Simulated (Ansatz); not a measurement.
# BP (F-43m): zone-centre modes against carrier density, part 2 of 2

Aim: how far do free carriers move the optical modes of BP (F-43m)?

Ansatz 0.2.0; DFT LDA, scalar-relativistic, plane waves, PAW; PAW set soft_1.

So far. Step 3 (Tight relaxation): The forces vanish by symmetry and the pressure is 0.000 GPa, within the tolerances set. The cell now holds 11.32 Å³/atom. Step 4 (Ground state of a member: no carriers): The forces vanish by symmetry.

## (5) Zone-centre modes of the member: no carriers

Phonons follow from the second derivative of the energy, found here by linear response.

The zone-centre modes follow for no carriers.

input.yaml

```yaml
crystal:
  lattice:
    - [0.0, 2.2452912016, 2.2452912016]
    - [2.2452912016, 0.0, 2.2452912016]
    - [2.2452912016, 2.2452912016, 0.0]
  atoms:
    - { symbol: B, position: [0.0, 0.0, 0.0] }
    - { symbol: P, position: [0.75, 0.75, 0.75] }
kpoints:
  mp_grid: { grid: [36, 36, 36] }
hamiltonian:
  xc: lda
  pseudopotentials: { kind: paw, azcp: { folder: soft_1 }, xc_functional: pbe }
scf:
  occupations: { method: fermi_dirac, width: 0.03 }
output:
  eigenvalues: true
phonons:
  method: dfpt
```

Launch:

```
ansatz run input.yaml --threads 8 --pin off --max-ram 16384MiB --backend cpu --events-out ev --progress --plain --runs-dir out
```

Numbers of over 12 decimals in the logs are rounded to 6 here.

The log of the run:

```text
zone centre: on kpoints.mp_grid the ground state, and the responses unless they are solved on pairs of k-points, stand on 3349 of the mesh's 46656 k-points, reduced under 8 symmetry operations, with k and −k counted as one. Each operation leaves every solved displacement unchanged or reverses it
[...]
Crystal: 2 atoms, lattice volume = 22.639 Å³
Basis set: ecut = 420 eV, 459 PW (Γ), exchange–correlation on 48×48×48 points (8 copies of the dense FFT grid, shifted against one another)
Bands: 8, of which v1, the nominal top of the filled ones, is band 4 counted from 1 (3 counted from 0)
Symmetry: 24 space group operations
k-points: 3349 of 46656 (irreducible under 8 space group operations, time reversal used)
[...]
SCF iter   1: F=—  HF=-877.483953 eV  |F-HF|=—  |Δ(HF+E_count)|=         —  Δρ=9.63e-2  dr2=2.35e0  ethr=3.10e-3  ⟨swp⟩=6.3  Hψ=258867  notcnv=0
[...]
SCF iter   8: F=-876.637463 eV  HF=-876.637463 eV  |F-HF|=3.41e-13  |Δ(HF+E_count)|=  3.94e-11  Δρ=1.52e-8  dr2=5.75e-14  ethr=1.00e-12  ⟨swp⟩=7.1  Hψ=159699  notcnv=0
SCF 1 converged in 8 iterations: F = -876.637463 eV  dr2 = 5.75e-14
[...]
DFPT response loops at Γ: preconditioner auto → none (the input reference at scf.mixing.eps_inf says where Resta's filter doesn't serve); β = 0.50; Broyden in place of MSR1
SCF converged after 8 iterations
Free energy (F): -876.637463 eV
[...]
Internal energy: -876.637463 eV  (E = F + TS)
E sigma→0 (E₀):  -876.637463 eV
Fermi energy:    10.036734 eV
[...]
--- Band table (eV; the first three rows and the last of 3349) ---
[...]
--- Phonons (Γ-DFPT): 2 representative perturbations + reference, on 3349 of 46656 k-points (Σ response iterations 5) ---
  k mesh reduced under 8 symmetry operations, with k and −k counted as one. Each operation leaves every solved displacement unchanged or reverses it
  ASR residual: 8.668e-6 → 0.000e0 eV/Å²; symmetrization residual: 7.197e-8 eV/Å²
  ASR residual per site (eV/Å²): 8.67e-6 6.57e-6
  Γ frequencies (cm⁻¹): 0.00 0.00 0.00 820.89 820.89 820.89
  non-analytic LO–TO correction: not included (Born effective charges unavailable; polar crystals: no LO–TO splitting at Γ)
```

Wall time 50 s (8 threads of Arm Neoverse N1, shared host); peak memory 1.9 GiB; 5.6 min of CPU time.

This step gave:

- sum-rule residual before enforcement: 8.67e-6 eV/Å²
- point group: -43m
- highest optical mode at the zone centre (no LO-TO term): 820.9 cm⁻¹
- lowest optical zone-centre mode: 820.9 cm⁻¹

Without the LO-TO term. Patterns of degenerate modes are one choice out of their space. The modes at Γ (shares of kinetic energy by element, %):

```
mode  frequency (cm⁻¹)  symmetry  B %  P %
   1               0.0  acoustic   26   74
   2               0.0  acoustic   26   74
   3               0.0  acoustic   26   74
   4             820.9        T2   74   26
   5             820.9        T2   74   26
   6             820.9        T2   74   26
```

Displacements in mode 4 (820.9 cm⁻¹), the largest set to 1:
```
B1   0.00  1.00  0.00
P2   0.00 -0.35  0.00
```

The optical mode without the LO-TO term lies at 820.9 cm⁻¹.

## (6) Ground state of a member: 15 × 10²⁰ electrons per cm³

The cell of the neutral crystal is kept with 15 × 10²⁰ electrons per cm³, balanced by a uniform background. The bands are sampled on 36×36×36 points with Fermi-Dirac filling of 0.03 eV.

input.yaml, as its differences from that of step 5:

```diff
@@ -8,2 +8,3 @@
     - { symbol: P, position: [0.75, 0.75, 0.75] }
+total_charge: -0.033958
 kpoints:
@@ -16,4 +17,4 @@
 output:
+  forces: true
+  stress: true
   eigenvalues: true
-phonons:
-  method: dfpt
```

The log of the run:

```text
[...]
Crystal: 2 atoms, lattice volume = 22.639 Å³
Basis set: ecut = 420 eV, 459 PW (Γ)
Bands: 9, of which v1, the nominal top of the filled ones, is band 4 counted from 1 (3 counted from 0)
Symmetry: 24 space group operations
[...]
k-points: 1240 of 46656 (time reversal used)
[...]
Internal energy: -876.270692 eV  (E = F + TS)
E sigma→0 (E₀):  -876.270942 eV
Entropy (-TS):   -0.000500 eV (-0.250 meV/atom)
Fermi energy:    10.901132 eV
[...]
--- Stress (GPa, compression-positive) ---
       -0.983791      -0.000000      -0.000000
        0.000000      -0.983791       0.000000
       -0.000000       0.000000      -0.983791
  P = ⅓ Tr σ = -0.9838 GPa (-9.838 kbar)
--- Band table (eV; the first three rows and the last of 1240) ---
[...]
[key lines of the parts left out:]
SCF converged after 7 iterations
Free energy (F): -876.271192 eV
```

The job ended after 7.5 s (8 threads; peak memory 0.66 GiB; 54 s of CPU time).

The forces vanish by symmetry.

## (7) Zone-centre modes of the member: 15 × 10²⁰ electrons per cm³

The zone-centre modes follow for 15 × 10²⁰ electrons per cm³.

input.yaml, as its differences from that of step 6:

```diff
@@ -17,4 +17,4 @@
 output:
-  forces: true
-  stress: true
   eigenvalues: true
+phonons:
+  method: dfpt
```

The log of the run:

```text
[...]
Crystal: 2 atoms, lattice volume = 22.639 Å³
Basis set: ecut = 420 eV, 459 PW (Γ), exchange–correlation on 48×48×48 points (8 copies of the dense FFT grid, shifted against one another)
Bands: 9, of which v1, the nominal top of the filled ones, is band 4 counted from 1 (3 counted from 0)
Symmetry: 24 space group operations
k-points: 3349 of 46656 (irreducible under 8 space group operations, time reversal used)
[...]
Free energy (F): -876.271193 eV
[...]
Internal energy: -876.270692 eV  (E = F + TS)
E sigma→0 (E₀):  -876.270943 eV
Entropy (-TS):   -0.000500 eV (-0.250 meV/atom)
Fermi energy:    10.901135 eV
[...]
--- Band table (eV; the first three rows and the last of 3349) ---
[...]
ASR residual: 4.756e-6 → 0.000e0 eV/Å²; symmetrization residual: 1.055e-8 eV/Å²
  ASR residual per site (eV/Å²): 1.24e-6 4.76e-6
  Γ frequencies (cm⁻¹): 0.00 0.00 0.00 809.84 809.84 809.84
[...]
[key lines of the parts left out:]
SCF converged after 8 iterations
```

Run time: 53 s. Hardware: 8 threads; peak memory 2 GiB.

Numbers from this step:

```yaml
sum_rule_residual_before_enforcement: 4.76e-6 eV/Å²
highest_optical_mode_at_the_zone_centre_no_lo_to_term: 809.8 cm⁻¹
lowest_optical_zone_centre_mode: 809.8 cm⁻¹
```

Without the LO-TO term. Patterns of degenerate modes are one choice out of their space. The modes at Γ (shares of kinetic energy by element, %):

```
mode  frequency (cm⁻¹)  symmetry  B %  P %
   1               0.0  acoustic   26   74
   2               0.0  acoustic   26   74
   3               0.0  acoustic   26   74
   4             809.8        T2   74   26
   5             809.8        T2   74   26
   6             809.8        T2   74   26
```

The optical mode without the LO-TO term lies at 809.8 cm⁻¹.

## (8) A check on a coarser mesh: 2 × 10²⁰ electrons per cm³

To see what the mesh is worth, the run for 2 × 10²⁰ electrons per cm³ is repeated on 29×29×29 points.

input.yaml, as its differences from that of step 7:

```diff
@@ -8,5 +8,5 @@
     - { symbol: P, position: [0.75, 0.75, 0.75] }
-total_charge: -0.033958
+total_charge: -0.004528
 kpoints:
-  mp_grid: { grid: [36, 36, 36] }
+  mp_grid: { grid: [29, 29, 29] }
 hamiltonian:
```

The log of the run:

```text
[...]
Crystal: 2 atoms, lattice volume = 22.639 Å³
Basis set: ecut = 420 eV, 459 PW (Γ), exchange–correlation on 48×48×48 points (8 copies of the dense FFT grid, shifted against one another)
Bands: 9, of which v1, the nominal top of the filled ones, is band 4 counted from 1 (3 counted from 0)
Symmetry: 24 space group operations
k-points: 1800 of 24389 (irreducible under 8 space group operations, time reversal used)
[...]
Free energy (F): -876.589289 eV
[...]
Internal energy: -876.589074 eV  (E = F + TS)
E sigma→0 (E₀):  -876.589182 eV
Entropy (-TS):   -0.000215 eV (-0.107 meV/atom)
Fermi energy:    10.686244 eV
[...]
--- Band table (eV; the first three rows and the last of 1800) ---
[...]
ASR residual: 3.253e-6 → 0.000e0 eV/Å²; symmetrization residual: 9.059e-8 eV/Å²
  ASR residual per site (eV/Å²): 3.25e-6 1.03e-6
  Γ frequencies (cm⁻¹): 0.00 0.00 0.00 819.58 819.58 819.58
[...]
[key lines of the parts left out:]
SCF converged after 8 iterations
```

Run time: 29 s. Hardware: 8 threads; peak memory 1.2 GiB; 3.2 min of CPU time.

This step gave:

```yaml
sum_rule_residual_before_enforcement: 3.25e-6 eV/Å²
highest_optical_mode_at_the_zone_centre_no_lo_to_term: 819.6 cm⁻¹
lowest_optical_zone_centre_mode: 819.6 cm⁻¹
```

The highest mode comes at 819.6 cm⁻¹, against 819.6 cm⁻¹ on 36×36×36 points.

## (9) A check on a coarser mesh: 10 × 10²⁰ electrons per cm³

To see what the mesh is worth, the run for 10 × 10²⁰ electrons per cm³ is repeated on 29×29×29 points.

input.yaml, as its differences from that of step 8:

```diff
@@ -8,3 +8,3 @@
     - { symbol: P, position: [0.75, 0.75, 0.75] }
-total_charge: -0.004528
+total_charge: -0.022639
 kpoints:
```

The log of the run:

```text
[...]
Crystal: 2 atoms, lattice volume = 22.639 Å³
Basis set: ecut = 420 eV, 459 PW (Γ), exchange–correlation on 48×48×48 points (8 copies of the dense FFT grid, shifted against one another)
Bands: 9, of which v1, the nominal top of the filled ones, is band 4 counted from 1 (3 counted from 0)
Symmetry: 24 space group operations
k-points: 1800 of 24389 (irreducible under 8 space group operations, time reversal used)
[...]
Free energy (F): -876.394239 eV
[...]
Internal energy: -876.393816 eV  (E = F + TS)
E sigma→0 (E₀):  -876.394028 eV
Entropy (-TS):   -0.000423 eV (-0.211 meV/atom)
Fermi energy:    10.837770 eV
[...]
--- Band table (eV; the first three rows and the last of 1800) ---
[...]
ASR residual: 2.894e-6 → 0.000e0 eV/Å²; symmetrization residual: 9.291e-8 eV/Å²
  ASR residual per site (eV/Å²): 1.00e-6 2.89e-6
  Γ frequencies (cm⁻¹): 0.00 0.00 0.00 813.49 813.49 813.49
[...]
[key lines of the parts left out:]
SCF converged after 8 iterations
```

It took 29 s on 8 threads; peak memory 1.2 GiB; 3.2 min of CPU time.

Numbers from this step:

* sum-rule residual before enforcement: 2.89e-6 eV/Å²
* highest optical mode at the zone centre (no LO-TO term): 813.5 cm⁻¹
* lowest optical zone-centre mode: 813.5 cm⁻¹

The highest mode comes at 813.5 cm⁻¹, against 813.5 cm⁻¹ on 36×36×36 points.

## (10) All members side by side

The members are set side by side, also those not shown above.

Electrons count positive and holes negative; without the LO-TO term; modes are tracked from the neutral crystal by their patterns, and those within 0.3 cm⁻¹ of each other stand once; the cell of the neutral crystal is kept and the atoms are relaxed where symmetry leaves them free; all runs use 36×36×36 k points and Fermi-Dirac smearing of 0.03 eV. Optical modes along the series:

```
carriers (10²⁰ cm⁻³)  mode 4 T2 (cm⁻¹)
                   0             820.9
                   1             820.3
                   2             819.6
                   4             818.2
                   6             816.6
                  10             813.5
                  15             809.8
```

## (11) What came out

* members: 7
* mode: mode 4 T2
* its frequency without carriers: 820.89 cm⁻¹
* its frequency at 15 × 10²⁰ cm⁻³: 809.84 cm⁻¹

In words: At 15 × 10²⁰ electrons per cm³ the optical mode has moved by -11.05 cm⁻¹ from 820.89 cm⁻¹. At 2 and 10 × 10²⁰ cm⁻³ the coarser mesh moves the optical modes by up to 0.03 cm⁻¹, a measure of the error left by the mesh there. The response is adiabatic: the carriers follow the ions at once. Where they cannot, as for a zone-centre mode faster than their scattering, measured shifts differ, and line shapes are not given here. The background stands for dopants without their size, scattering or local bonds, and the cell is that of the neutral crystal, although carriers also change the volume at rest, which would shift the modes as well. In a polar crystal the carriers also screen the field of the longitudinal modes, often the largest effect; only modes without that field are treated here. These are harmonic frequencies of a static lattice, with warm electrons: anharmonic shifts, linewidths and thermal expansion are left out. The PAW files were made for PBE; the program adapts parts of them to the functional of the run, but their partial waves stay those of PBE, an approximation that was not tested in this session. Only the zone centre was solved, so an instability at another wavevector cannot show here.

[Logs are printed without paths, hosts, clocks, repeated set-up lines and the standing remarks that a program may print on its own settings, such as how far it seeks lower states.]

[Hosts, paths, dates, database ids (printed as entryN), source tags and the programs' standing remarks are cut or masked in the printed files.]
